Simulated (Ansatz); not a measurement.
**Ca3AsCl2F: complex band structure**

A new crystal, Ca3AsCl2F: structure, gap and complex bands. It is built by putting F for part of the Cl in the Ca3AsCl3 structure of space group Pm-3m, with the volume rescaled by atomic radii. The parent structure comes from the Materials Project.

Main program and level: Ansatz 0.2.0; PBE DFT, plane waves, PAW files, in the first sound run; inputs show where later runs differ.

This is a report of a sequence of runs, with most program output left out.

The structure was built from a prototype and need not be the compound's stable phase.

## 1. The structure

Symmetry: P4/mmm, No. 123, tetragonal system. The conventional cell has a = 5.633 Å, b = 5.633 Å, c = 5.633 Å, α = 90.00°, β = 90.00°, γ = 90.00°. Nearest to Ca lie 2 As at 2.82 Å and 2 F at 2.82 Å and 2 Cl at 2.82 Å. Ca has 2 As at 2.82 Å and 4 Cl at 2.82 Å nearest. Nearest to As lie 6 Ca at 2.82 Å. Nearest to F lie 4 Ca at 2.82 Å. Nearest to Cl lie 4 Ca at 2.82 Å. It derives from Ca3AsCl3. F for part of the Cl in the Ca3AsCl3 structure of space group Pm-3m. Farther neighbours and most contacts between anions are not listed.

## 2. Cell and atoms at rest

The substituted atoms don't fit the parent's cell, so cell and atoms relax together. A small smearing keeps the run stable in case the gap closes on the way.

Contents of input.yaml:

```yaml
crystal:
  lattice:
    - [5.6329891931, 0.0, 0.0]
    - [0.0, 5.6329891931, 0.0]
    - [0.0, 0.0, 5.6329891931]
  atoms:
    - { symbol: Ca, position: [0.5, 0.0, 0.0] }
    - { symbol: Ca, position: [0.0, 0.5, 0.0] }
    - { symbol: Ca, position: [0.0, 0.0, 0.5] }
    - { symbol: As, position: [0.0, 0.0, 0.0] }
    - { symbol: F, position: [0.5, 0.0, 0.5] }
    - { symbol: Cl, position: [0.5, 0.5, 0.0] }
    - { symbol: Cl, position: [0.0, 0.5, 0.5] }
kpoints:
  mp_grid: { grid: [4, 4, 4] }
scf:
  occupations: { method: gaussian, width: 0.03 }
hamiltonian:
  xc: pbe
output:
  forces: true
  stress: true
relax:
  f_tol: 0.02
  max_steps: 60
  cell: {}
```

On the command line:

```sh
> ansatz run input.yaml --threads 2 --pin off --max-ram 4096MiB --backend cpu --events-out ev --progress --plain --runs-dir out
```

Run time: 32 s. Hardware: 2 threads of Arm Neoverse V1, shared host; peak memory 0.49 GiB.

The steps of the relaxation:

| step | energy less that of the first step (eV) | largest force component (eV/Å) | pressure (GPa) | volume (Å³) |
| --- | --- | --- | --- | --- |
| 1 | 0.0000 | 0.0000 | 0.77 | 178.74 |
| 2 | -0.0545 | 0.0000 | -0.18 | 182.57 |
| 3 | -0.0558 | 0.0000 | 0.05 | 181.56 |
| 4 | -0.0557 | 0.0000 | 0.00 | 181.78 |
| 5* | -0.0586 | 0.0000 | 0.03 | 181.78 |
| 6 | -0.0585 | 0.0000 | 0.00 | 181.92 |
| 7* | -0.0586 | 0.0000 | 0.00 | 181.92 |

Relaxation steps marked * repeat the geometry before them on a plane-wave basis chosen anew for their cell, so energy and pressure can jump there.

Forces are held to the 16 operations that the run works with; a distortion that breaks them can't arise in this run.

| conventional cell, symmetrised | before | after | change |
| --- | --- | --- | --- |
| a (Å) | 5.633 | 5.589 | -0.8 % |
| b (Å) | 5.633 | 5.589 | -0.8 % |
| c (Å) | 5.633 | 5.824 | +3.4 % |
| volume (Å³/atom) | 25.53 | 25.99 | +1.8 % |

Final coordinates:

```cif
data_structure
_symmetry_space_group_name_H-M 'P 1'
_symmetry_Int_Tables_number 1
_cell_length_a 5.5891
_cell_length_b 5.8237
_cell_length_c 5.5891
_cell_angle_alpha 90.000
_cell_angle_beta 90.000
_cell_angle_gamma 90.000
_cell_volume 181.92
loop_
_atom_site_label
_atom_site_type_symbol
_atom_site_fract_x
_atom_site_fract_y
_atom_site_fract_z
_atom_site_occupancy
Ca1 Ca 0.50000 0.00000 0.00000 1
Ca2 Ca 0.00000 0.50000 0.00000 1
Ca3 Ca 0.00000 0.00000 0.50000 1
As4 As 0.00000 0.00000 0.00000 1
F5 F 0.50000 0.00000 0.50000 1
Cl6 Cl 0.50000 0.50000 0.00000 1
Cl7 Cl 0.00000 0.50000 0.50000 1
```

Numbers from this step:

```yaml
free_energy: -13286.6181 eV
fermi_energy: 6.090 eV
pressure: 0.001720 GPa
```

The largest force component on a free atom ends at 6.3e-30 eV/Å.

## 3. The bulk crystal and its band edges

The energy window and the wavevectors of the next steps follow from the band edges, so these are searched first, off the mesh as well.

Contents of input.yaml:

```yaml
crystal:
  lattice:
    - [5.5890934896, 0.0, 0.0]
    - [0.0, 5.8236534647, 0.0]
    - [0.0, 0.0, 5.5890934896]
  atoms:
    - { symbol: Ca, position: [0.5, 0.0, 0.0] }
    - { symbol: Ca, position: [0.0, 0.5, 0.0] }
    - { symbol: Ca, position: [0.0, 0.0, 0.5] }
    - { symbol: As, position: [0.0, 0.0, 0.0] }
    - { symbol: F, position: [0.5, 0.0, 0.5] }
    - { symbol: Cl, position: [0.5, 0.5, 0.0] }
    - { symbol: Cl, position: [0.0, 0.5, 0.5] }
kpoints:
  mp_grid: { grid: [4, 4, 4] }
  band_path: { path: [VBM, CBM], npoints: 30 }
scf:
  occupations: { method: fixed }
hamiltonian:
  xc: pbe
output:
  eigenvalues: true
  write_potential: true
  write_density: true
  volumetric_format: npy
```

Wall time 20 s (2 threads); peak memory 0.46 GiB; 39 s of CPU time.

Numbers from this step:

* free energy: -13286.6185 eV
* Fermi energy: 5.136 eV
* gap on the k-mesh: 1.909 eV
* gap on path: 1.909 eV, by band count; negative where bands overlap
* direct gap on path: 1.909 eV
* edge places on path: 0, 0 1/A along the path

Levels at VBM (eV): -4.30, -4.24, -4.24, -3.84, -3.59, -3.59, -3.15, -3.15, -3.07, 0.00, 0.00, 0.00, 1.91, 1.91, 2.24, 2.44, 3.76, 3.85, 4.09.

The searched edges give 1.91 eV, as on the mesh.

## 4. Decaying states in the gap, plane (001)

This step: PBE DFT, plane waves, PAW files; complex bands by layer matching along the plane's normal (Ansatz 0.2.0).

The same crystal is laid in a cell whose first two vectors span the (001) plane (indices of the standard conventional cell, whose axes can be ordered otherwise than in the bulk input). At fixed energy and wavevector in the plane the solver finds all kz, real and complex. A few wavevectors are listed, (0, 0) and (0.5, 0) in units of the plane's reciprocal vectors; the slowest state needn't be among them.

Contents of input.yaml:

```yaml
crystal:
  lattice:
    - [5.58909349, 0.0, 0.0]
    - [0.0, 5.58909349, 0.0]
    - [0.0, 0.0, 5.823653465]
  atoms:
    - { symbol: Ca, position: [0.0, 0.5, 0.0] }
    - { symbol: Ca, position: [0.0, 0.0, 0.5] }
    - { symbol: Ca, position: [0.5, 0.0, 0.0] }
    - { symbol: As, position: [0.0, 0.0, 0.0] }
    - { symbol: F, position: [0.5, 0.5, 0.0] }
    - { symbol: Cl, position: [0.0, 0.5, 0.5] }
    - { symbol: Cl, position: [0.5, 0.0, 0.5] }
kpoints:
  mp_grid: { grid: [4, 4, 4] }
scf:
  occupations: { method: fixed }
hamiltonian:
  xc: pbe
output:
  eigenvalues: true
  transmission:
    leads: [[0, 0]]
    kpoints: [[0.0, 0.0], [0.5, 0.0]]
    e_range: [-1.0, 2.91]
    de: 0.08
```

The job ended after 53 s (2 threads; peak memory 0.93 GiB; 1.7 min of CPU time).

Numbers from this step:

```
level to which the leads are filled                       : 0.9543 eV from the Fermi level
decay constant at the filling level, zone centre          : 0.1796 Å⁻¹
decay constant at the filling level, slowest listed point : 0.1796 Å⁻¹
```

K parallel (0, 0); values up to 1.5 1/Å, a degenerate pair printed once or twice; energies at which all values exceed this have no row. The Im kz of the slowest decaying states by energy, zero at the highest filled level on the SCF mesh:

```
energy (eV)  decay 1 (Å⁻¹)  decay 2 (Å⁻¹)  decay 3 (Å⁻¹)  decay 4 (Å⁻¹)
      -1.00          0.424          0.464          0.485          0.751
      -0.84          0.362          0.465          0.485          0.753
      -0.60          0.233          0.464          0.484          0.754
      -0.44          0.464          0.482          0.753          0.872
      -0.20          0.461          0.478          0.749          0.858
      -0.04          0.459          0.474          0.745          0.847
       0.12         0.0821          0.136          0.456          0.470
       0.36          0.132          0.203          0.451          0.463
       0.52          0.152          0.222          0.447          0.457
       0.76          0.171          0.231          0.440          0.448
       0.92          0.180          0.229          0.435          0.440
       1.08          0.185          0.221          0.429          0.432
       1.32          0.188          0.199          0.418          0.419
       1.48          0.176          0.187          0.408          0.412
       1.72          0.123          0.179          0.390          0.400
       1.88         0.0490          0.169          0.376          0.391
       2.04          0.153          0.310          0.360          0.382
       2.28          0.109          0.333          0.367          0.558
       2.44          0.312          0.355          0.529          0.579
       2.68          0.159          0.277          0.337          0.487
       2.84          0.196          0.252          0.323          0.461
```

K parallel (0, 0). Re kz of states that move upwards against energy, zero at the highest filled level on the SCF mesh:

```
energy (eV)  channel 1 (Å⁻¹)  channel 2 (Å⁻¹)  channel 3 (Å⁻¹)  channel 4 (Å⁻¹)
    -1.0000           -0.329                -                -                -
    -0.7600           -0.261                -                -                -
    -0.5200           -0.200                -                -                -
    -0.2800           -0.288           -0.288           -0.137                -
    -0.0400          -0.0878          -0.0878          -0.0462                -
     0.2800                -                -                -                -
     0.5200                -                -                -                -
     0.7600                -                -                -                -
     1.0000                -                -                -                -
     1.2400                -                -                -                -
     1.4800                -                -                -                -
     1.7200                -                -                -                -
     1.9600           0.0669           0.0669                -                -
     2.2800            0.154            0.189            0.189                -
     2.5200           0.0877            0.251            0.251            0.460
     2.7600            0.200            0.306            0.306                -
```

K parallel (0.5, 0); values up to 1.5 1/Å, a degenerate pair printed once or twice; energies at which all values exceed this have no row. Im kz of the slowest decaying states against energy, zero at the highest filled level on the SCF mesh:

```csv
energy (eV),decay 1 (Å⁻¹),decay 2 (Å⁻¹),decay 3 (Å⁻¹),decay 4 (Å⁻¹)
-1.00,0.317,0.446,0.524,0.736
-0.84,0.219,0.470,0.524,0.737
-0.60,0.490,0.523,0.736,0.745
-0.44,0.0841,0.498,0.522,0.734
-0.20,0.160,0.175,0.504,0.521
-0.04,0.208,0.219,0.506,0.519
0.12,0.231,0.251,0.506,0.517
0.36,0.257,0.276,0.503,0.514
0.52,0.269,0.282,0.499,0.512
0.76,0.282,0.283,0.492,0.509
0.92,0.277,0.289,0.485,0.506
1.08,0.268,0.294,0.478,0.505
1.32,0.246,0.297,0.464,0.503
1.48,0.226,0.297,0.454,0.504
1.72,0.184,0.295,0.436,0.515
1.88,0.145,0.292,0.423,0.521
2.04,0.0804,0.287,0.408,0.509
2.28,0.276,0.382,0.490,0.579
2.44,0.268,0.362,0.477,0.568
2.68,0.251,0.328,0.455,0.556
2.84,0.237,0.301,0.440,0.510
```

At the listed wavevectors the last open channel is at -0.04 eV and the next at +1.96 eV on the grid. At +0.92 eV, the grid energy nearest the filling level (the middle of the gap on the SCF mesh), the slowest state at the listed wavevectors decays with κ = 0.180 Å⁻¹, its amplitude falling by e over 5.6 Å. Through 1 nm of this crystal that state's transmission falls by exp(−2 × 0.180 Å⁻¹ × 10 Å) = 0.028.

## 5. Decay over the two-dimensional zone

The listed points could miss the slowest state, so one energy near mid-gap is solved on a mesh of 8×8.

Edit input.yaml of step 4 so:

```diff
@@ -21,6 +21,2 @@
   eigenvalues: true
-  transmission:
-    leads: [[0, 0]]
-    kpoints: [[0.0, 0.0], [0.5, 0.0]]
-    e_range: [-1.0, 2.91]
-    de: 0.08
+  transmission: { leads: [[0, 0]], kmesh: [8, 8], e_range: [0.95, 0.96], de: 0.05 }
```

The job ended after 57 s (2 threads; peak memory 1 GiB).

Numbers from this step:

| Property | Result |
| --- | --- |
| least decay constant on the mesh | 0.1808 Å⁻¹ |

Slowest decay constant (1/Å; 0 where a channel is open) over k1 and k2. At 0.9500 eV from the Fermi level.

Values, 8 rows by 8 columns:
```
0.443 0.417 0.355 0.301 0.270 0.301 0.355 0.417
0.365 0.355 0.320 0.282 0.255 0.282 0.320 0.355
0.306 0.301 0.282 0.242 0.236 0.242 0.282 0.301
0.276 0.270 0.255 0.236 0.181 0.236 0.255 0.270
0.306 0.301 0.282 0.242 0.236 0.242 0.282 0.301
0.365 0.355 0.320 0.282 0.255 0.282 0.320 0.355
0.443 0.417 0.355 0.301 0.270 0.301 0.355 0.417
0.521 0.443 0.365 0.306 0.276 0.306 0.365 0.443
```
Columns: k1 (b1) from -0.5 to 0.375; rows upwards: k2 (b2) from -0.5 to 0.375.

The least value on the mesh is 0.181 Å⁻¹ at +0.95 eV. At that energy the listed points give about 0.181 Å⁻¹ by interpolation, so the mesh holds no clearly slower state.

## 6. Decaying states in the gap, plane (100)

The same for the (100) plane, at (0, 0) and (0.5, 0), to see how the decay depends on direction.

Contents of input.yaml:

```yaml
crystal:
  lattice:
    - [5.58909349, 0.0, 0.0]
    - [0.0, 5.823653465, 0.0]
    - [0.0, 0.0, 5.58909349]
  atoms:
    - { symbol: Ca, position: [0.5, 0.0, 0.0] }
    - { symbol: Ca, position: [0.0, 0.5, 0.0] }
    - { symbol: Ca, position: [0.0, 0.0, 0.5] }
    - { symbol: As, position: [0.0, 0.0, 0.0] }
    - { symbol: F, position: [0.5, 0.0, 0.5] }
    - { symbol: Cl, position: [0.5, 0.5, 0.0] }
    - { symbol: Cl, position: [0.0, 0.5, 0.5] }
kpoints:
  mp_grid: { grid: [4, 4, 4] }
scf:
  occupations: { method: fixed }
hamiltonian:
  xc: pbe
output:
  eigenvalues: true
  transmission:
    leads: [[0, 0]]
    kpoints: [[0.0, 0.0], [0.5, 0.0]]
    e_range: [-1.0, 2.91]
    de: 0.1
```

The job ended after 68 s (2 threads; peak memory 0.84 GiB).

This step gave:

| Quantity | Value |
| --- | --- |
| decay constant at the filling level, zone centre | 0.1920 Å⁻¹ |
| decay constant at the filling level, slowest listed point | 0.192 Å⁻¹ |

K parallel (0, 0); values up to 1.5 1/Å, a degenerate pair printed once or twice; energies at which all values exceed this have no row. The Im kz of the slowest decaying states by energy, zero at the highest filled level on the SCF mesh:

```
energy (eV)  decay 1 (Å⁻¹)  decay 2 (Å⁻¹)  decay 3 (Å⁻¹)  decay 4 (Å⁻¹)
      -1.00          0.406          0.434          0.511          0.558
      -0.70          0.262          0.394          0.437          0.558
      -0.40          0.184          0.438          0.554          0.618
      -0.20          0.437          0.550          0.618          0.761
       0.00         0.0017        0.00385         0.0260          0.436
       0.10         0.0761          0.124          0.161          0.434
       0.40          0.142          0.205          0.267          0.429
       0.70          0.174          0.227          0.298          0.422
       1.00          0.192          0.223          0.301          0.413
       1.20          0.198          0.210          0.292          0.405
       1.50          0.172          0.199          0.264          0.391
       1.80         0.0942          0.189          0.216          0.270
       2.10          0.127          0.158          0.348          0.395
       2.30          0.111          0.270          0.327          0.377
       2.60          0.294          0.348          0.353          0.449
       2.90          0.262          0.328          0.363          0.403
```

K parallel (0, 0). The Re kz of states that move upwards by energy, zero at the highest filled level on the SCF mesh:

| energy (eV) | channel 1 (Å⁻¹) | channel 2 (Å⁻¹) | channel 3 (Å⁻¹) |
| --- | --- | --- | --- |
| -1.00 | -0.325 | - | - |
| -0.90 | -0.298 | - | - |
| -0.80 | -0.272 | - | - |
| -0.70 | -0.247 | - | - |
| -0.60 | -0.222 | - | - |
| -0.50 | -0.549 | -0.197 | - |
| -0.40 | -0.369 | -0.172 | - |
| -0.30 | -0.445 | -0.283 | -0.145 |
| -0.20 | -0.300 | -0.211 | -0.116 |
| -0.10 | -0.190 | -0.137 | -0.0798 |
| 0.00 | - | - | - |
| 0.10 | - | - | - |
| 0.20 | - | - | - |
| 0.30 | - | - | - |
| 0.40 | - | - | - |
| 0.50 | - | - | - |
| 0.60 | - | - | - |
| 0.70 | - | - | - |
| 0.80 | - | - | - |
| 0.90 | - | - | - |
| 1.00 | - | - | - |
| 1.10 | - | - | - |
| 1.20 | - | - | - |
| 1.30 | - | - | - |
| 1.40 | - | - | - |
| 1.50 | - | - | - |
| 1.60 | - | - | - |
| 1.70 | - | - | - |
| 1.80 | - | - | - |
| 2.00 | 0.0899 | 0.281 | - |
| 2.10 | 0.132 | 0.499 | - |
| 2.20 | 0.166 | - | - |
| 2.30 | 0.0902 | 0.196 | - |
| 2.40 | 0.147 | 0.224 | - |
| 2.50 | 0.0802 | 0.190 | 0.250 |
| 2.60 | 0.136 | 0.228 | 0.275 |
| 2.70 | 0.180 | 0.262 | 0.299 |
| 2.80 | 0.220 | 0.295 | 0.324 |
| 2.90 | 0.257 | 0.327 | 0.349 |

K parallel (0.5, 0); values up to 1.5 1/Å, a degenerate pair printed once or twice; energies at which all values exceed this have no row. Im kz of the slowest decaying states against energy, zero at the highest filled level on the SCF mesh:

```
energy (eV)  decay 1 (Å⁻¹)  decay 2 (Å⁻¹)  decay 3 (Å⁻¹)  decay 4 (Å⁻¹)
      -1.00          0.121          0.488          0.513          0.806
      -0.70          0.488          0.547          0.804          0.866
      -0.40          0.137          0.486          0.564          0.799
      -0.20          0.102          0.214          0.484          0.569
       0.00          0.156          0.251          0.482          0.571
       0.10          0.174          0.262          0.480          0.571
       0.40          0.213          0.280          0.474          0.568
       0.70          0.239          0.280          0.467          0.560
       1.00          0.255          0.267          0.459          0.548
       1.20          0.252          0.263          0.453          0.538
       1.50          0.217          0.269          0.442          0.519
       1.80          0.161          0.272          0.430          0.495
       2.10         0.0258          0.269          0.417          0.466
       2.30          0.266          0.407          0.442          0.660
       2.60          0.256          0.392          0.400          0.634
       2.90          0.240          0.311          0.375          0.377
```

At the listed wavevectors the last open channel is at -0.10 eV and the next at +2.00 eV on the grid. At +1.00 eV, the grid energy nearest the filling level (the middle of the gap on the SCF mesh), the slowest state at the listed wavevectors decays with κ = 0.192 Å⁻¹, its amplitude falling by e over 5.2 Å; the first such run, plane (001), gave 0.180 Å⁻¹.

## 7. Band edges at another level

This step: PBEsol DFT, plane waves, PAW files (Ansatz 0.2.0).

The edges again with PBEsol, at the same atoms.

Contents of input.yaml:

```yaml
crystal:
  lattice:
    - [5.5890934896, 0.0, 0.0]
    - [0.0, 5.8236534647, 0.0]
    - [0.0, 0.0, 5.5890934896]
  atoms:
    - { symbol: Ca, position: [0.5, 0.0, 0.0] }
    - { symbol: Ca, position: [0.0, 0.5, 0.0] }
    - { symbol: Ca, position: [0.0, 0.0, 0.5] }
    - { symbol: As, position: [0.0, 0.0, 0.0] }
    - { symbol: F, position: [0.5, 0.0, 0.5] }
    - { symbol: Cl, position: [0.5, 0.5, 0.0] }
    - { symbol: Cl, position: [0.0, 0.5, 0.5] }
kpoints:
  mp_grid: { grid: [4, 4, 4] }
  band_path: { path: [VBM, CBM], npoints: 30 }
scf:
  occupations: { method: fixed }
hamiltonian:
  xc: pbesol
output:
  eigenvalues: true
```

It took 20 s on 2 threads; peak memory 0.46 GiB; 40 s of CPU time.

Numbers from this step:

```yaml
free_energy: -13128.7083 eV
fermi_energy: 5.023 eV
gap_on_the_k_mesh: 1.845 eV
gap_on_path: 1.845 eV, by band count; negative where bands overlap
direct_gap_on_path: 1.845 eV
```

Levels at VBM (eV): -4.29, -4.22, -4.22, -3.80, -3.57, -3.57, -3.11, -3.11, -3.04, 0.00, 0.00, 0.00, 1.85, 1.85, 2.18, 2.33, 3.74, 3.82, 4.08.

The searched edges give 1.85 eV, as on the mesh.

Between step 3 and this run (PBEsol) the value for the gap on the k-mesh moves from 1.91 eV to 1.85 eV.

(Part 1 of 2 ends here.)

[Logs are printed without paths, hosts, clocks, repeated set-up lines and the standing remarks that a program may print on its own settings, such as how far it seeks lower states.]

[Hosts, paths, dates, database ids (printed as entryN), source tags and the programs' standing remarks are cut or masked in the printed files.]
